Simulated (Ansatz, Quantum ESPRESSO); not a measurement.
# Predicting the next point of a tunnelling series: vacuum gaps between two V(110) faces

How the rows were computed: Quantum ESPRESSO 7.5 (pw.x, pwcond.x), PBE, GBRV ultrasoft; geometry as built. T is the transmission per spin at the Fermi level, averaged over the mesh across the current, in a cell of 6.32 Å². The series steps the width of the vacuum gap.

```
width (Å)      T
        4  0.372
        5  0.223
        6  0.107
```

One more run was made and is withheld. What is T at 7 Å?

**Worked estimate.** In the tunnelling regime ln T falls linearly. The last two rows give a slope of ln(0.223/0.107)/(6 − 5) = 0.734 per Å, so T(7) ≈ 0.107 × exp(−0.734 × 1) = 0.0513.

**Check.** T = 0.0461; the estimate is 1.11 times that. The slope over the last interval is 0.839: steeper than before. Points of the mesh with over 2.5 times the mean carry 67 % of this T, and one passes 0.98: resonant or open transport, which no single decay describes. A second code, Ansatz 0.2.0, gives 0.0414.

**Limits.** Short leads, unrelaxed atoms, a barrier without the image potential and an untested mesh.

[Logs are printed without paths, hosts, clocks, repeated set-up lines and the standing remarks that a program may print on its own settings, such as how far it seeks lower states.]
